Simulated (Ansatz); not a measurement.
# How NbSi2 absorbs and reflects light, part 2 of 2

Aim: the dielectric function of NbSi2, and the optical constants that follow from it. The cell comes from an older database entry, whose edges can differ from later determinations, mostly by under a per cent.

Ansatz 0.2.0; DFT, PBE, plane-wave PAW, default files, scalar-relativistic, independent-particle optical response without local fields.

So far. Step 2 (Ground state and bands): There are states at the Fermi level within the smearing, so the occupations stay smeared and the carriers get a Drude term. The cell is left with a pressure of 0.2 GPa and forces up to 0.05 eV/Å, as it stands unrelaxed at this level.

The database entry behind the starting cell differs from other determinations, so it need not match the best structure at room temperature.

### 3. Spectrum

The spectrum is a sum over vertical transitions between filled and empty bands at the fixed density, so many empty bands are needed.

This step: DFT, PBE, plane-wave PAW, default files, scalar-relativistic, independent-particle optical response without local fields (Ansatz 0.2.0).

The input, input.yaml:

```yaml
crystal:
  lattice:
    - [4.819, 0.0, 0.0]
    - [-2.4095, 4.1733764208, 0.0]
    - [0.0, 0.0, 6.592]
  atoms:
    - { symbol: Nb, position: [0.0, 0.5, 0.1666666667] }
    - { symbol: Nb, position: [0.5, 0.5, 0.8333333333] }
    - { symbol: Nb, position: [0.5, 0.0, 0.5] }
    - { symbol: Si, position: [0.3198, 0.1599, 0.1666666667] }
    - { symbol: Si, position: [0.1599, 0.8401, 0.8333333333] }
    - { symbol: Si, position: [0.8401, 0.6802, 0.5] }
    - { symbol: Si, position: [0.6802, 0.8401, 0.1666666667] }
    - { symbol: Si, position: [0.8401, 0.1599, 0.8333333333] }
    - { symbol: Si, position: [0.1599, 0.3198, 0.5] }
kpoints:
  mp_grid: { grid: [6, 6, 4] }
scf:
  occupations: { method: fermi_dirac, width: 0.05 }
hamiltonian:
  xc: pbe
  pseudopotentials: { kind: paw }
output:
  optics:
    e_range: [0, 14]
    de: 0.05
    sigma: 0.15
    drude_damping: 0.1
    nscf_kmesh: { grid: [6, 6, 3] }
    bands: { spectra_wanted_up_to: 14 }
```

The run is started by

```
> ansatz run input.yaml --threads 4 --pin off --max-ram 8192MiB --backend cpu --events-out ev --progress --plain --runs-dir out
```

The program printed:

```text
[...]
Crystal: 9 atoms, lattice volume = 132.575 Å³
Basis set: ecut = 420 eV, 2555 PW (Γ)
Bands: 41, of which v1, the nominal top of the filled ones, is band 32 counted from 1 (31 counted from 0)
Symmetry: 12 space group operations
[...]
k-points: 21 of 144 (time reversal used)
[...]
SCF iter   1: F=—  HF=-17476.739101 eV  |F-HF|=—  |Δ(HF+E_count)|=         —  Δρ=3.87e-3  dr2=1.00e-2  ethr=1.77e-3  ⟨swp⟩=6.7  Hψ=3960  notcnv=0  defer=5
[...]
SCF iter   8: F=-17476.741435 eV  HF=-17476.741435 eV  |F-HF|=0.00e0  |Δ(HF+E_count)|=    0.00e0  Δρ=4.06e-8  dr2=2.62e-12  ethr=1.00e-12  ⟨swp⟩=8.4  Hψ=2719  notcnv=0
SCF 1 converged in 8 iterations: F = -17476.741435 eV  dr2 = 2.62e-12
[...]
NSCF: frozen V_eff on 14 k-points
output.optics: what the bands over the 80 summed would add to eps1, eps2 and the energy-loss function is held between a lower and an upper bound (9 Lanczos steps). eps1, eps2 and their loss function (loss_summed_bands) are given on every row as the summed bands alone make them. Along an axis, on a row where the two bounds hold the loss function to about 1 % of the greater of itself and 0.5 % of |1/eps|, its cell (loss_completed) is given, with the completed eps1 and eps2 that it is formed of (a cell that is left empty reads nan in the table and null in the record). The two bounds hold it so along every axis on all 280 rows up to 14.000 eV. [rest of the remark cut]
SCF converged after 8 iterations
Free energy (F): -17476.741435 eV
[...]
Internal energy: -17476.709536 eV  (E = F + TS)
E sigma→0 (E₀):  -17476.725486 eV
Entropy (-TS):   -0.031899 eV (-3.544 meV/atom)
Fermi energy:    14.338085 eV
[...]
--- Band table (eV; the first three rows and the last of 21) ---
  k-point 0: bands = [... 28 lower, 12.2021, 12.3985, 12.3985, 13.2736, 15.1205, 17.4877, 17.5577, 17.6082, ... 5 higher]
  k-point 1: bands = [... 28 lower, 12.5990, 12.6147, 13.1703, 13.5182, 15.5757, 17.1235, 17.4904, 17.6373, ... 5 higher]
  k-point 2: bands = [... 28 lower, 12.8143, 12.9306, 12.9306, 15.3125, 15.3125, 17.0696, 17.0696, 17.5237, ... 5 higher]
  k-point 20: bands = [... 28 lower, 13.6027, 13.6027, 14.1908, 14.1908, 15.1533, 16.3186, 16.4818, 16.4818, ... 5 higher]
```

It took 3.7 min on 4 threads of Arm Neoverse V1, shared host; peak memory 1.3 GiB.

This step gave:

- main peak of the optical conductivity above 1 eV, first axis: 5.136 eV
- Drude plasma energy, first axis: 2.961 eV
- bands summed: 80
- spectra valid up to: 17.55 eV
- program's estimate of the k-sum error in Im epsilon: 0.1 %
- electrons in the f-sum: 50.86

Table of Im ε by photon energy; read off at these points:

```
photon energy (eV)  E ∥ x or y  E ∥ z
              0.50        43.6   34.0
              1.00        17.9   11.1
              1.50        16.7   27.4
              2.00        26.2   21.3
              2.25        33.5   22.3
              2.50        28.9   24.6
              3.00        21.5   21.5
              3.50        24.0   20.1
              3.90        20.1   32.3
              4.00        19.2   31.5
              4.50        18.8   26.0
              5.00        24.3   23.1
              5.10        25.8   22.7
              5.50        20.2   18.6
              6.00        15.7   16.2
              6.50        12.0   11.4
              7.00        9.33   6.92
              7.50        6.70   5.54
              8.00        4.59   4.16
              8.50        3.85   3.61
              9.00        2.67   2.95
              9.50        2.08   2.10
             10.00        1.62   1.63
             10.50        1.25   1.35
             11.00        1.07   1.24
             11.50       0.912  0.887
             12.00       0.725  0.714
             12.50       0.658  0.533
             13.00       0.545  0.448
             13.50       0.446  0.418
             14.00       0.380  0.375
```

Re ε against photon energy:

```
photon energy (eV)  E ∥ x or y  E ∥ z
               0.5       -21.3  -28.8
               1.0        18.3   15.0
               1.5        20.7   20.5
               2.0        26.5   18.6
               2.5        9.00   15.9
               3.0        9.14   10.1
               3.5        3.18   13.4
               4.0        1.68   4.60
               4.5        4.52  -2.12
               5.0        2.73  -4.51
               5.5       -6.47  -7.37
               6.0       -8.55  -10.3
               6.5       -9.88  -11.6
               7.0       -9.29  -10.1
               7.5       -8.78  -8.15
               8.0       -7.50  -6.87
               8.5       -6.56  -6.06
               9.0       -5.86  -5.67
               9.5       -4.93  -4.86
              10.0       -4.32  -4.28
              10.5       -3.69  -3.65
              11.0       -3.11  -3.25
              11.5       -2.79  -2.88
              12.0       -2.36  -2.49
              12.5       -2.07  -2.13
              13.0       -1.81  -1.79
              13.5       -1.56  -1.52
              14.0       -1.35  -1.31
```

Reflectivity at normal incidence against photon energy; read off at these points:

```
photon energy (eV)  E ∥ x or y (%)  E ∥ z (%)
             0.500            74.1       78.1
             0.750            45.3       50.0
             1.000            47.9       41.1
             1.250            48.3       49.2
             1.500            47.9       54.2
             1.750            50.2       48.6
             2.000            54.4       50.3
             2.250            57.3       50.8
             2.300            57.4       51.0
             2.500            55.8       52.3
             2.750            53.1       52.5
             3.000            50.3       50.1
             3.250            53.6       49.2
             3.450            54.7       48.3
             3.500            54.6       48.8
             3.750            52.7       54.4
             4.000            51.6       58.7
             4.250            48.8       58.3
             4.500            49.3       59.3
             4.750            51.2       58.9
             5.000            55.1       59.8
             5.250            60.8       61.8
             5.500            60.7       61.4
             5.750            62.3       62.6
             6.000            62.8       65.5
             6.250            64.1       67.5
             6.500            66.2       70.0
             6.750            65.8       72.3
             7.000            67.1       73.0
             7.250            68.8       72.0
             7.500            70.0       70.9
             7.750            71.7       72.1
             8.000            71.8       71.1
             8.250            71.0       70.4
             8.500            71.2       70.2
             8.750            73.1       70.1
             9.000            74.7       72.0
             9.250            74.8       74.1
             9.500            74.8       74.2
             9.750            74.8       73.9
            10.000            75.9       75.6
            10.250            76.2       74.6
            10.500            76.8       75.1
            10.750            76.6       73.7
            11.000            75.6       73.8
            11.250            75.1       76.1
            11.500            75.9       77.2
            11.700            77.0       77.5
            11.750            76.9       77.4
            12.000            76.3       77.8
            12.250            75.1       78.8
            12.500            75.1       79.6
            12.750            76.0       79.5
            13.000            75.7       79.1
            13.250            76.5       78.0
            13.500            76.3       76.9
            13.750            75.9       76.0
            14.000            76.2       75.9
```

The loss function −Im 1/ε at q → 0 has structure finer than the step of the table below, so its rows give means over 0.25 eV. Peaks (eV: height): E ∥ x or y 0.700: 0.0555; E ∥ z 0.800: 0.0693.

Table of loss function −Im 1/ε at q → 0 by energy loss; means over each step:

```
energy loss (eV)  E ∥ x or y   E ∥ z
            0.50      0.0215  0.0189
            0.75      0.0457  0.0570
            1.00      0.0282  0.0345
            1.25      0.0259  0.0176
            1.50      0.0234  0.0237
            1.75      0.0190  0.0295
            2.00      0.0191  0.0269
            2.25      0.0238  0.0278
            2.50      0.0315  0.0289
            2.75      0.0383  0.0338
            3.00      0.0391  0.0379
            3.25      0.0363  0.0389
            3.50      0.0411  0.0344
            3.75      0.0471  0.0284
            4.00      0.0518  0.0311
            4.25      0.0555  0.0359
            4.50      0.0508  0.0384
            4.75      0.0471  0.0416
            5.00      0.0410  0.0417
            5.25      0.0405  0.0433
            5.50      0.0448  0.0463
            5.75      0.0462  0.0452
            6.00      0.0489  0.0439
            6.25      0.0496  0.0438
            6.50      0.0501  0.0430
            6.75      0.0539  0.0430
            7.00      0.0539  0.0461
            7.25      0.0543  0.0525
            7.50      0.0549  0.0568
            7.75      0.0553  0.0582
            8.00      0.0594  0.0644
            8.25      0.0648  0.0694
            8.50      0.0665  0.0726
            8.75      0.0645  0.0752
            9.00      0.0647  0.0725
            9.25      0.0682  0.0706
            9.50      0.0726  0.0746
            9.75      0.0758  0.0791
           10.00      0.0765  0.0789
           10.25      0.0795  0.0861
           10.50      0.0826  0.0900
           10.75      0.0891  0.0997
           11.00      0.0984   0.102
           11.25       0.105  0.0975
           11.50       0.106  0.0978
           11.75       0.109   0.103
           12.00       0.120   0.106
           12.25       0.132   0.107
           12.50       0.139   0.111
           12.75       0.142   0.120
           13.00       0.151   0.132
           13.25       0.157   0.150
           13.50       0.170   0.169
           13.75       0.184   0.187
```

Values under 1 per cm are given as 1. The absorption coefficient by photon energy:

```
photon energy (eV)  E ∥ x or y (1/cm)  E ∥ z (1/cm)
             0.500              3.0e5         3.1e5
             1.000              1.9e5         1.4e5
             1.500              2.6e5         4.0e5
             2.000              4.7e5         4.5e5
             2.500              8.3e5         6.6e5
             3.000              8.1e5         8.0e5
             3.500              1.1e6         8.2e5
             4.000              1.2e6         1.5e6
             4.500              1.2e6         1.7e6
             5.000              1.7e6         1.9e6
             5.500              2.1e6         2.1e6
             6.000              2.2e6         2.3e6
             6.500              2.3e6         2.5e6
             7.000              2.4e6         2.4e6
             7.500              2.4e6         2.3e6
             8.000              2.3e6         2.2e6
             8.500              2.3e6         2.2e6
             9.000              2.3e6         2.2e6
             9.500              2.2e6         2.2e6
            10.000              2.1e6         2.1e6
            10.500              2.1e6         2.1e6
            11.000              2.0e6         2.0e6
            11.500              2.0e6         2.0e6
            12.000              1.9e6         1.9e6
            12.500              1.8e6         1.9e6
            13.000              1.8e6         1.8e6
            13.500              1.7e6         1.7e6
            14.000              1.7e6         1.6e6
```

Optical constants at common wavelengths, from n + ik = √ε:

```
wavelength (nm)  n xy   k xy  R (%) xy  1/α xy   n z    k z  R (%) z   1/α z
           1550  3.88  2.020      44.3   61 nm  2.94  2.323     43.8   53 nm
           1064  4.77  1.929      48.5   44 nm  4.91  1.259     46.2   67 nm
            532  4.94  3.306      57.2   13 nm  4.78  2.388     51.1   18 nm
            450  3.97  3.019      53.0   12 nm  4.35  2.825     52.5   13 nm
            365  3.91  3.221      54.6  9.0 nm  4.13  2.367     48.3   12 nm
            308  3.22  2.940      51.3  8.3 nm  4.19  3.700     58.8  6.6 nm
            193  1.78  3.596      65.5  4.3 nm  1.62  3.768     69.2  4.1 nm
```

In reflection the computed colour is light grey: x = 0.312, y = 0.334, luminous reflectivity 55 %.

### 4. Outcome

```yaml
gap_on_the_path: 0 eV
main_peak_of_the_optical_conductivity_above_1_ev_first_axis: 5.14 eV
drude_plasma_energy_first_axis: 2.96 eV
```

In words: At this level (PBE, independent particles) NbSi2 is a metal with a Drude plasma energy of 3.0 eV along x, 3.0 eV along y and 3.9 eV along z; it reflects 57 % at 550 nm. Along x the bare Drude plasma energy is 3.0 eV; Re ε first rises through zero at 0.68 eV, far lower, because interband transitions screen the carriers. Im ε is 19 there, so the loss peak at that energy is weak. In reflection the computed colour is light grey: x = 0.312, y = 0.334, luminous reflectivity 55 %. In the base run ε includes the program's bounded estimate of what the bands above those summed add. The carriers' damping of 0.1 eV is typed, not computed; at 0.8 eV the carriers give 11 % of Im ε, the rest is interband. The Fermi-Dirac width of 0.05 eV acts as an electron temperature of 580 K in the carriers' term.

[Long decimals in the printed logs are rounded to 6 places.]

[Logs are printed without paths, hosts, clocks, repeated set-up lines and the standing remarks that a program may print on its own settings, such as how far it seeks lower states.]

[Hosts, paths, dates, database ids (printed as entryN), source tags and the programs' standing remarks are cut or masked in the printed files.]

[Where the starting crystal was built by hand or by swapping elements, it need not be the compound's stable phase.]

[The count of steps not shown may lack steps that the program refused or didn't finish.]
